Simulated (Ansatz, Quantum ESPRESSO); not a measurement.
# Predicting the next point of a tunnelling series: vacuum gaps between two Pb(100) faces

Method. Quantum ESPRESSO 7.5 (pw.x, pwcond.x), PBE, GBRV ultrasoft; geometry as built. T is the transmission per spin at the Fermi level, averaged over the mesh across the current, in a cell of 12.65 Å². The series steps the width of the vacuum gap.

| width (Å) | T |
| --- | --- |
| 5 | 0.175 |
| 6 | 0.0337 |
| 7 | 0.00608 |
| 8 | 0.00107 |

To predict: What is T at 9 Å?

**Worked estimate.** In the tunnelling regime ln T falls linearly. The last two rows give a slope of ln(0.00608/0.00107)/(8 − 7) = 1.737 per Å, so T(9) ≈ 0.00107 × exp(−1.737 × 1) = 0.000188.

**Check.** T = 0.000162; the estimate is 1.16 times that. The slope over the last interval is 1.886: steeper than before. Points of the mesh with over 2.5 times the mean carry 62 % of this T, so the value leans on the mesh. A second code, Ansatz 0.2.0, gives 0.000147.

Caveats: Short leads, unrelaxed atoms, a barrier without the image potential and an untested mesh.
